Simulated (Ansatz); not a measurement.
An input for Ansatz 0.2.0 (NaSrYWO6 (F-43m)):

```yaml
crystal:
  lattice:
    - [0.0, 4.17201834, 4.17201834]
    - [4.17201834, 0.0, 4.17201834]
    - [4.17201834, 4.17201834, 0.0]
  atoms:
    - { symbol: Na, position: [0.25, 0.25, 0.25] }
    - { symbol: Sr, position: [0.75, 0.75, 0.75] }
    - { symbol: "Y", position: [0.5, 0.5, 0.5] }
    - { symbol: W, position: [0.0, 0.0, 0.0] }
    - { symbol: O, position: [0.7679626233, 0.2320373767, 0.2320373767] }
    - { symbol: O, position: [0.2320373767, 0.7679626233, 0.7679626233] }
    - { symbol: O, position: [0.7679626233, 0.7679626233, 0.2320373767] }
    - { symbol: O, position: [0.2320373767, 0.2320373767, 0.7679626233] }
    - { symbol: O, position: [0.2320373767, 0.7679626233, 0.2320373767] }
    - { symbol: O, position: [0.7679626233, 0.2320373767, 0.7679626233] }
kpoints:
  mp_grid: { grid: [4, 4, 4] }
  band_path:
    path:
      - [0.0, 0.0, 0.0]
      - [-0.5, -0.5, 0.0]
      - [-0.375, -0.375, 0.25]
      - [-0.375, 0.0, 0.375]
      - [0.0, 0.0, 0.5]
      - [-0.5, -0.25, 0.25]
      - [-0.25, -0.25, 0.0]
    npoints: 1
hamiltonian:
  xc: hse06
  pseudopotentials: { kind: paw, azcp: { folder: soft_1 } }
scf:
  occupations: { method: fixed }
  n_extra_bands: 7
output:
  eigenvalues: true
```

```sh
ansatz run input.yaml --threads 2 --pin off --max-ram 92160MiB --backend cuda --events-out ev --progress --plain --runs-dir out --devices 1 --max-vram 13GiB
```

Question: Estimate wall time and host memory on 1 × NVIDIA H100 80GB HBM3 (shared by 6 runs) with 2 threads of AMD EPYC 7R13 (Zen 3), shared host.

It took 38 s; on shared hardware allow 19 s to 76 s. Peak host memory was 1.4 GiB. The sizes that set the cost: 2741 plane waves a state, 8 irreducible k points and 17 SCF cycles.

Exact exchange couples every pair of k points and filled bands, so it costs far more than a semilocal run.

[Paths, hosts, dates, memory and timing lines, banners, echoed tables and standing remarks are left out of the program output.]

[Logs are printed without paths, hosts, clocks, repeated set-up lines and the standing remarks that a program may print on its own settings, such as how far it seeks lower states.]

[Runs of the session that timed out or met a known fault of the program may be left out.]

[Cells called generated may have been cut or substituted from an entry of the Crystallography Open Database or the Materials Project.]

[Hosts, paths, dates, database ids (printed as entryN), source tags and the programs' standing remarks are cut or masked in the printed files.]
